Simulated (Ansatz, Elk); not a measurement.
## YCu2Pb2: X-ray structure factors from the self-consistent density

Structure refinements treat a crystal as free atoms side by side. For a made-up structure of YCu2Pb2 (cell and positions from a PBE relaxation) the runs below show what the calculated density changes in F(hkl).

Main program and level: Elk 11.2.3 (patched build); DFT, PBE, all-electron APW+lo, Dirac cores, scalar-relativistic bands, static density, no spin.

The structure was built from a prototype and need not be the compound's stable phase.

## 1. The starting structure

The structure is tetragonal, space group I4/mmm (No. 139). The conventional cell has a = 4.366 Å, b = 4.366 Å, c = 11.944 Å, α = 90.00°, β = 90.00°, γ = 90.00°. Pb has 4 Cu at 2.66 Å and 1 Pb at 2.95 Å and 4 Y at 3.42 Å nearest. Nearest to Y lie 8 Pb at 3.42 Å and 8 Cu at 3.70 Å. Nearest to Cu lie 4 Pb at 2.66 Å and 4 Cu at 3.09 Å and 4 Y at 3.70 Å. Farther neighbours are not listed.

As a file:

```cif
data_structure
_symmetry_space_group_name_H-M 'P 1'
_symmetry_Int_Tables_number 1
_cell_length_a 6.7227
_cell_length_b 6.7227
_cell_length_c 6.7227
_cell_angle_alpha 142.106
_cell_angle_beta 142.106
_cell_angle_gamma 54.669
_cell_volume 113.82
loop_
_atom_site_label
_atom_site_type_symbol
_atom_site_fract_x
_atom_site_fract_y
_atom_site_fract_z
_atom_site_occupancy
Pb1 Pb 0.37663 0.37663 0.00000 1
Pb2 Pb 0.62337 0.62337 0.00000 1
Y3 Y 0.00000 0.00000 0.00000 1
Cu4 Cu 0.25000 0.75000 0.50000 1
Cu5 Cu 0.75000 0.25000 0.50000 1
```

## 2. Ground state and structure factors

An all-electron density is needed, since X-rays see the cores too. Task 0 finds the density and task 195 Fourier-transforms it; tshift is off so that phases refer to the origin typed.

The input, elk.in:

```
tasks
  0
  195

xctype
  20

spinpol
  .false.

rgkmax
  7.0

gmaxvr
  14.0

lmaxo
  7

lmaxapw
  8

swidth
  0.002

tshift
  .false.

ramdisk
  .false.

hmaxvr
  5.5

maxscl
  120

epspot
  1e-06

sppath
  './'

avec
  -4.12493433823 4.12493433823 11.28549960931
  4.12493433823 -4.12493433823 11.28549960931
  4.12493433823 4.12493433823 -11.28549960931

atoms
  3
  'Pb.in'
  2
  0.3766299154 0.3766299154 -0.0000000000   0.000000 0.000000 0.000000
  0.6233700846 0.6233700846 -0.0000000000   0.000000 0.000000 0.000000
  'Y.in'
  1
  0.0000000000 0.0000000000 -0.0000000000   0.000000 0.000000 0.000000
  'Cu.in'
  2
  0.2500000000 0.7500000000 0.5000000000   0.000000 0.000000 0.000000
  0.7500000000 0.2500000000 0.5000000000   0.000000 0.000000 0.000000

ngridk
  7 7 7
```

On the command line:

```
$ OMP_NUM_THREADS=4 elk
```

Numbers of over 12 decimals in the logs are rounded to 6 here.

The program printed:

```text
┌─────────────────────────┐
│ Elk code version 11.2.3 │
└─────────────────────────┘

All units are atomic (Hartree, Bohr, etc.)

┌─────────────────────────────────────────────────┐
│ Ground-state run starting from atomic densities │
└─────────────────────────────────────────────────┘

Lattice vectors :
  -4.124934338       4.124934338       11.28549961
   4.124934338      -4.124934338       11.28549961
   4.124934338       4.124934338      -11.28549961

Reciprocal lattice vectors :
  0.4608066273E-17  0.7616103424      0.2783742645
  0.7616103424      0.4608066273E-17  0.2783742645
  0.7616103424      0.7616103424     -0.2612014775E-18

Unit cell volume      :    768.0948635
Brillouin zone volume :   0.3229421589

Muffin-tin inner radius fraction :   0.1000000000E-01

Nuclei treated as point charges

Species : 1 (Pb)
 parameters loaded from : Pb.in
 name : lead
 nuclear charge    :   -82.00000000
 electronic charge :    82.00000000
 atomic mass :    377702.4943
 muffin-tin radius :    2.675283970
 number of radial points in muffin-tin :   1393
 inner part over the whole radius :   0.9888159314E-02
 number on inner part of muffin-tin    :    999
 approximate nuclear radius :   0.1047603524E-03
 number of mesh points to nuclear radius :    527
 atomic positions (lattice), magnetic fields (Cartesian) :
  1 :   0.37662992  0.37662992  0.00000000    0.00000000  0.00000000  0.00000000
  2 :  -0.37662992 -0.37662992  0.00000000    0.00000000  0.00000000  0.00000000

Species : 2 (Y)
 parameters loaded from : Y.in
 name : yttrium
 nuclear charge    :   -39.00000000
 electronic charge :    39.00000000
 atomic mass :    162065.4503
 muffin-tin radius :    2.600000000
 number of radial points in muffin-tin :   1193
 inner part over the whole radius :   0.9871815862E-02
 number on inner part of muffin-tin    :    847
 approximate nuclear radius :   0.8135895711E-04
 number of mesh points to nuclear radius :    416
 atomic positions (lattice), magnetic fields (Cartesian) :
  1 :   0.00000000  0.00000000  0.00000000    0.00000000  0.00000000  0.00000000

Species : 3 (Cu)
 parameters loaded from : Cu.in
 name : copper
 nuclear charge    :   -29.00000000
 electronic charge :    29.00000000
 atomic mass :    115837.2717
 muffin-tin radius :    2.293100546
 number of radial points in muffin-tin :    993
 inner part over the whole radius :   0.9869862768E-02
 number on inner part of muffin-tin    :    700
 approximate nuclear radius :   0.7406004541E-04
 number of mesh points to nuclear radius :    337
 atomic positions (lattice), magnetic fields (Cartesian) :
  1 :   0.25000000 -0.25000000  0.50000000    0.00000000  0.00000000  0.00000000
  2 :  -0.25000000  0.25000000  0.50000000    0.00000000  0.00000000  0.00000000

Total number of atoms per unit cell :    5
Total muffin-tin volume :    335.0464773
 ratio of muffin-tin to unit cell volume :   0.4362045539

Spin treatment :
 spin-unpolarised

Number of Bravais lattice symmetries :   16
Number of crystal symmetries         :   16
Crystal has inversion symmetry
Real symmetric eigensolver will be used

k-point grid :      7     7     7
k-point offset :    0.000000000       0.000000000       0.000000000
k-point set is reduced with full crystal symmetry group
Total number of k-points :       40

Muffin-tin radius times maximum |G+k| :    7.000000000
 using average radius
Maximum |G+k| for APW functions       :    2.791787893
Maximum (1/2)|G+k|²                   :    3.897039819
Maximum |G| for potential and density :    14.00000000
Constant for pseudocharge density :    9
 order of it for each species :   16  16  16
 order of it for pair densities of each species (exact exchange by exxq0 0: 17) :   11  10   7
Radial integration step length :    1

G-vector grid sizes :     60    60    60
Number of G-vectors :    35615

Maximum angular momentum used for
 APW functions            :    8
 outer part of muffin-tin :    7
 inner part of muffin-tin :    2

Total nuclear charge    :   -261.0000000
[...]
Density of states at Fermi energy :    48.54045000
 (states/Hartree/unit cell)

Estimated indirect band gap :   0.2500556507E-02
 from k-point 8 to k-point 6
Estimated direct band gap   :   0.6504942076E-02
 at k-point 39

Charges :
 core                        :    188.0000000
 valence                     :    73.00000000
 interstitial                :    8.698604891
 muffin-tins (core leakage)
  species : 1 (Pb)
   atom 1                    :    80.43613288     (  0.2290746001E-02)
[...]
species : 2 (Y)
[...]
species : 3 (Cu)
[...]
total in muffin-tins        :    252.3013951
 total calculated charge     :    260.9943602
 total charge                :    261.0000000
 error                       :   0.5639778081E-02

RMS change in Kohn-Sham potential (target) :   0.3387862550     (  0.1000000000E-05)
Absolute change in total energy (target)   :   0.7094215053     (  0.1000000000E-03)

[... loops 3 to 17 left out ...]

┌──────────────────┐
│ Loop number : 18 │
└──────────────────┘

Energies :
 Fermi                       :     0.253495
 sum of occupied eigenvalues :     -29783.088551504
 electron kinetic            :      55599.789362366
 core electron kinetic       :      54914.031512309
 Coulomb                     :     -103127.10660074
 Coulomb potential           :     -84042.225443967
 nuclear-nuclear             :     -4004.7557717924
 electron-nuclear            :     -114281.45579014
 Hartree                     :      15159.104961192
 Madelung                    :     -61105.993878759
 xc potential                :     -1340.6524699032
 exchange                    :     -1010.8606961822
 correlation                 :     -14.879323238759
 electron entropic           :    -0.50790258401460E-03
 total energy                :     -48553.057765700

Density of states at Fermi energy :    38.52566592
 (states/Hartree/unit cell)

Estimated indirect band gap :   0.1082304542E-02
 from k-point 6 to k-point 7
Estimated direct band gap   :   0.1639254581E-01
 at k-point 39

Charges :
 core                        :    188.0000000
 valence                     :    73.00000000
 interstitial                :    7.836245885
 muffin-tins (core leakage)
  species : 1 (Pb)
[...]
species : 2 (Y)
[...]
species : 3 (Cu)
[...]
total in muffin-tins        :    253.1637541
 total calculated charge     :    260.9946287
 total charge                :    261.0000000
 error                       :   0.5371260892E-02

RMS change in Kohn-Sham potential (target) :   0.9663220775E-07 (  0.1000000000E-05)
Absolute change in total energy (target)   :   0.4816215369E-04 (  0.1000000000E-03)

Convergence targets achieved

┌──────────────────┐
│ Loop number : 19 │
└──────────────────┘

Energies :
 Fermi                       :     0.253495
 sum of occupied eigenvalues :     -29783.088543228
 electron kinetic            :      55599.789366675
 core electron kinetic       :      54914.031517140
 Coulomb                     :     -103127.10659975
 Coulomb potential           :     -84042.225447337
 nuclear-nuclear             :     -4004.7557717924
 electron-nuclear            :     -114281.45578459
 Hartree                     :      15159.104956636
 Madelung                    :     -61105.993876078
 xc potential                :     -1340.6524625666
 exchange                    :     -1010.8606959849
 correlation                 :     -14.879323233806
 electron entropic           :    -0.50790258518140E-03
 total energy                :     -48553.057760192

Density of states at Fermi energy :    38.52566501
 (states/Hartree/unit cell)

Estimated indirect band gap :   0.1082304325E-02
 from k-point 6 to k-point 7
Estimated direct band gap   :   0.1639253981E-01
 at k-point 39

Charges :
 core                        :    188.0000000
 valence                     :    73.00000000
 interstitial                :    7.836245931
 muffin-tins (core leakage)
  species : 1 (Pb)
[...]
species : 2 (Y)
   atom 1                    :    36.65013867     (  0.8437170067E-05)
  species : 3 (Cu)
   atom 1                    :    27.92246536     (  0.2869742695E-03)
   atom 2                    :    27.92246536     (  0.2869742695E-03)
 total in muffin-tins        :    253.1637541
 total calculated charge     :    260.9946287
 total charge                :    261.0000000
 error                       :   0.5371260903E-02

┌──────────────────────────────┐
│ Self-consistent loop stopped │
└──────────────────────────────┘

Warning : the lowest level lies among the core levels :   -2.325450412      -2.519442146

Warning : core states of species 1 leak from the muffin-tin :   0.2175405330E-02

Warning : core states of species 3 leak from the muffin-tin :   0.2869742695E-03

Wrote STATE.OUT
```

Elapsed: 53 s, on 4 threads of Arm Neoverse V2, shared host; peak memory 0.26 GiB.

SFACRHO.OUT:

```text

h k l indices transformed by vhmat matrix:
   1.000000000       0.000000000       0.000000000    
   0.000000000       1.000000000       0.000000000    
   0.000000000       0.000000000       1.000000000    

      h      k      l  multipl.   |H|            Re(F)            Im(F)           |F|

      0      0      0      1   0.0000000       261.00000     -0.56675998E-17   261.00000    
      1      1     -1      2  0.55674853      -15.631993      0.16523327E-13   15.631993    
      0      1      0      8  0.81088997      -74.185059      -0.0000000       74.185059    
      0      0      1      4   1.0770797       127.87867      0.59014286E-14   127.87867    
     -2     -2      2      2   1.1134971      -63.116724      0.30596647E-13   63.116724    
     -1     -2      2      8   1.1302568       130.46391      -0.0000000       130.46391    
      0     -2      1      8   1.2124642       82.097795      0.51910393E-15   82.097795    
     -1      1      1      4   1.5232207       207.66421     -0.55332135E-14   207.66421    
     -2     -2      3      8   1.5491857      -148.14082      0.16112472E-13   148.14082    
      2      3     -3      8   1.5866178       127.48630      -0.0000000       127.48630    
      0     -2      2      8   1.6217799      -11.734492      0.10051796E-14   11.734492    
     -3     -3      3      2   1.6702456      -22.161413      0.15670131E-13   22.161413    
      1      0      1     16   1.7256140      -64.309987      -0.0000000       64.309987    
     -1     -3      1      8   1.8868166      -58.120739      0.23889117E-13   58.120739    
      1      2     -3     16   1.8967556       113.07889      -0.0000000       113.07889    
     -4     -2      3      8   1.9874156       58.379751      0.29621612E-14   58.379751    
      3      4     -3      8   2.0921686      -53.416386      -0.0000000       53.416386    
      0      0     -2      4   2.1541594       183.23268      0.93130845E-14   183.23268
```

Elk indexes on the primitive cell of elk.in and gives |H| = 4π sin θ/λ in inverse bohr. Below, one row stands for each form hkl of the conventional cell (m members, Friedel mates merged), F is for one primitive cell and the density is static (no thermal factor). Free-atom factors are Waasmaier and Kirfel's, and R is Σm||F|−|F'||/Σm|F|.

| hkl | m | sin θ/λ (Å⁻¹) | abs F, DFT | neutral atoms | diff. |
| --- | --- | --- | --- | --- | --- |
| 002 | 2 | 0.084 | 15.632 | 15.750 | -0.118 |
| 101 | 8 | 0.122 | 74.185 | 74.213 | -0.028 |
| 110 | 4 | 0.162 | 127.879 | 127.791 | +0.088 |
| 004 | 2 | 0.167 | 63.117 | 62.748 | +0.369 |
| 103 | 8 | 0.170 | 130.464 | 130.617 | -0.153 |
| 112 | 8 | 0.182 | 82.098 | 82.701 | -0.603 |
| 200 | 4 | 0.229 | 207.664 | 208.696 | -1.032 |
| 114 | 8 | 0.233 | 148.141 | 149.056 | -0.915 |
| 105 | 8 | 0.239 | 127.486 | 127.609 | -0.123 |
| 202 | 8 | 0.244 | 11.735 | 12.378 | -0.643 |
| 006 | 2 | 0.251 | 22.161 | 22.887 | -0.725 |
| 211 | 16 | 0.260 | 64.310 | 64.439 | -0.129 |
| 204 | 8 | 0.284 | 58.121 | 57.693 | +0.427 |
| 213 | 16 | 0.285 | 113.079 | 113.124 | -0.045 |
| 116 | 8 | 0.299 | 58.380 | 58.773 | -0.393 |
| 107 | 8 | 0.315 | 53.416 | 53.461 | -0.044 |
| 220 | 4 | 0.324 | 183.233 | 183.568 | -0.335 |
| 215 | 16 | 0.331 | 113.721 | 113.651 | +0.070 |
| 222 | 8 | 0.335 | 9.306 | 9.686 | -0.379 |
| 008 | 2 | 0.335 | 180.166 | 180.458 | -0.292 |
| 206 | 8 | 0.340 | 18.834 | 19.158 | -0.324 |
| 301 | 8 | 0.346 | 58.659 | 58.642 | +0.017 |

## 3. The highest occupied states alone

An energy window below the Fermi level keeps the highest occupied states, to see at which angles they scatter; shallow core shells can lie inside it and anion s states outside. No new self-consistency is needed.

Changes to elk.in since step 2:

```diff
@@ -1,3 +1,2 @@
 tasks
-  0
   195
@@ -40,2 +39,5 @@
 
+wsfac
+  -0.187500 0.553500
+
 sppath
```

On the command line:

```
$ OMP_NUM_THREADS=4 elk
```

The program printed:

```text
┌─────────────────────────────────┐
│ Elk code version 11.2.3 started │
└─────────────────────────────────┘

Info(readinput): the functional depends on the density's gradient
 muffin-tin radial points multiplied by    2.00000
 (not where nrmtscf is given)

┌────────────────────┐
│ Current task : 195 │
└────────────────────┘
Info(checkmt): changed muffin-tin radius of species 1 (Pb) from   2.8000 to   2.6753
Info(checkmt): changed muffin-tin radius of species 3 (Cu) from   2.4000 to   2.2931

Info(sfacrho): density structure factors written to SFACRHO.OUT

 Energy window :  -0.1875000000      0.5535000000

┌──────────────────┐
│ Elk code stopped │
└──────────────────┘
```

Elapsed: 15 s, on 4 threads; peak memory 0.19 GiB; 19 s of CPU time.

States within 12 eV below the Fermi level hold 33.00 electrons; any levels below the window count with the cores. Their amplitudes can exceed the total, where window and core parts have opposite phase:

| hkl | sin θ/λ (Å⁻¹) | abs F, window | abs F, all |
| --- | --- | --- | --- |
| 002 | 0.084 | 18.128 | 15.632 |
| 101 | 0.122 | 1.669 | 74.185 |
| 110 | 0.162 | 14.010 | 127.879 |
| 004 | 0.167 | 13.944 | 63.117 |
| 103 | 0.170 | 0.937 | 130.464 |
| 112 | 0.182 | 14.423 | 82.098 |
| 200 | 0.229 | 11.993 | 207.664 |
| 114 | 0.233 | 11.814 | 148.141 |
| 105 | 0.239 | 0.039 | 127.486 |
| 202 | 0.244 | 11.454 | 11.735 |

## 4. Another functional

The difference from free atoms is small, so it is set against the change that LDA (Perdew-Wang) makes.

Changes to elk.in since step 3:

```diff
@@ -1,2 +1,3 @@
 tasks
+  0
   195
@@ -4,3 +5,3 @@
 xctype
-  20
+  3
 
@@ -39,5 +40,2 @@
 
-wsfac
-  -0.187500 0.553500
-
 sppath
```

On the command line:

```
$ OMP_NUM_THREADS=4 elk
```

The program printed:

```text
┌─────────────────────────┐
│ Elk code version 11.2.3 │
└─────────────────────────┘

All units are atomic (Hartree, Bohr, etc.)

┌─────────────────────────────────────────────────┐
│ Ground-state run starting from atomic densities │
└─────────────────────────────────────────────────┘

Lattice vectors :
  -4.124934338       4.124934338       11.28549961
   4.124934338      -4.124934338       11.28549961
   4.124934338       4.124934338      -11.28549961

Reciprocal lattice vectors :
  0.4608066273E-17  0.7616103424      0.2783742645
[...]
species : 3 (Cu)
   atom 1                    :    27.93761394     (  0.2983553931E-03)
   atom 2                    :    27.93761394     (  0.2983553931E-03)
 total in muffin-tins        :    253.2344817
 total calculated charge     :    260.9945558
 total charge                :    261.0000000
 error                       :   0.5444224420E-02

┌──────────────────────────────┐
│ Self-consistent loop stopped │
└──────────────────────────────┘

Warning : core states of species 1 leak from the muffin-tin :   0.2191630437E-02

Warning : core states of species 3 leak from the muffin-tin :   0.2983553931E-03

Wrote STATE.OUT
[key lines of the parts left out:]
total energy                :     -48521.660134787
```

It took 31 s on 4 threads; peak memory 0.2 GiB; 93 s of CPU time.

Against the first run R = 0.02 %; the largest change is -0.058 at 220.

## 5. Basis size

A smaller basis shows how fast F responds to it; the change is likely larger than the basis error of the first run, but doesn't show convergence.

Changes to elk.in since step 4:

```diff
@@ -5,3 +5,3 @@
 xctype
-  3
+  20
 
@@ -11,3 +11,3 @@
 rgkmax
-  7.0
+  5.5
```

On the command line:

```
$ OMP_NUM_THREADS=4 elk
```

The program printed:

```text
┌─────────────────────────┐
│ Elk code version 11.2.3 │
└─────────────────────────┘

All units are atomic (Hartree, Bohr, etc.)

┌─────────────────────────────────────────────────┐
│ Ground-state run starting from atomic densities │
└─────────────────────────────────────────────────┘

Lattice vectors :
  -4.124934338       4.124934338       11.28549961
   4.124934338      -4.124934338       11.28549961
   4.124934338       4.124934338      -11.28549961

Reciprocal lattice vectors :
  0.4608066273E-17  0.7616103424      0.2783742645
[...]
atom 2                    :    27.84503720     (  0.2877154039E-03)
 total in muffin-tins        :    252.9160161
 total calculated charge     :    260.9947968
 total charge                :    261.0000000
 error                       :   0.5203243725E-02

┌──────────────────────────────┐
│ Self-consistent loop stopped │
└──────────────────────────────┘

Warning : the lowest level lies among the core levels :   -2.340927678      -2.528907376

Warning : core states of species 1 leak from the muffin-tin :   0.2187234279E-02

Warning : core states of species 3 leak from the muffin-tin :   0.2877154039E-03

Wrote STATE.OUT
[key lines of the parts left out:]
total energy                :     -48552.777016723
```

Wall time 46 s (4 threads); peak memory 0.24 GiB.

Against the first run R = 0.02 %; the largest change is +0.151 at 008.

## 6. Settings against the effect

| run | R against the first run (%) | R against neutral atoms, low angle (%) | wall time |
| --- | --- | --- | --- |
| PBE, rgkmax 7 | 0.00 | 0.36 | 53 s |
| LDA (Perdew-Wang) | 0.02 | 0.37 | 31 s |
| rgkmax 5.5 | 0.02 | 0.37 | 46 s |

## 7. Results

```
R against neutral atoms, sin θ/λ < 0.3 Å⁻¹ : 0.36 %
R against neutral atoms, 0.3 to 0.75 Å⁻¹   : 0.11 %
```

**Reading.** Independent neutral atoms miss the calculated amplitudes by R = 0.36 % below 0.3 Å⁻¹ and 0.11 % from there to 0.75 Å⁻¹; by shells, 0.07 % below 0.15 Å⁻¹ (2 forms), 0.38 % 0.15 to 0.3 (13 forms), 0.12 % 0.3 to 0.45 (23 forms), 0.11 % above 0.45 (111 forms). Bonding, aspherical density and the tables' own atoms all enter these figures, and the runs don't part them. The largest change of an amplitude is -1.03 electrons, at 200. The window's part falls from 33.0 electrons at the origin to at most 5.11 between 0.45 and 0.75 Å⁻¹, where compact states inside the window still scatter. Below 0.3 Å⁻¹ the changes that finished (LDA (Perdew-Wang) and rgkmax 5.5) move F by R = 0.03 % at most, against the 0.36 % that separates it from free atoms. The k-mesh has no finished test. These runs have no spin, though d or f shells may be open. Spin-orbit coupling is left out, which can matter for elements this heavy. Part of the difference isn't bonding: the tables are fits to free atoms and ions calculated by other methods than this functional. Thermal motion, anomalous dispersion and extinction are left out.

[Logs are printed without paths, hosts, clocks, repeated set-up lines and the standing remarks that a program may print on its own settings, such as how far it seeks lower states.]

[Hosts, paths, dates, database ids (printed as entryN), source tags and the programs' standing remarks are cut or masked in the printed files.]
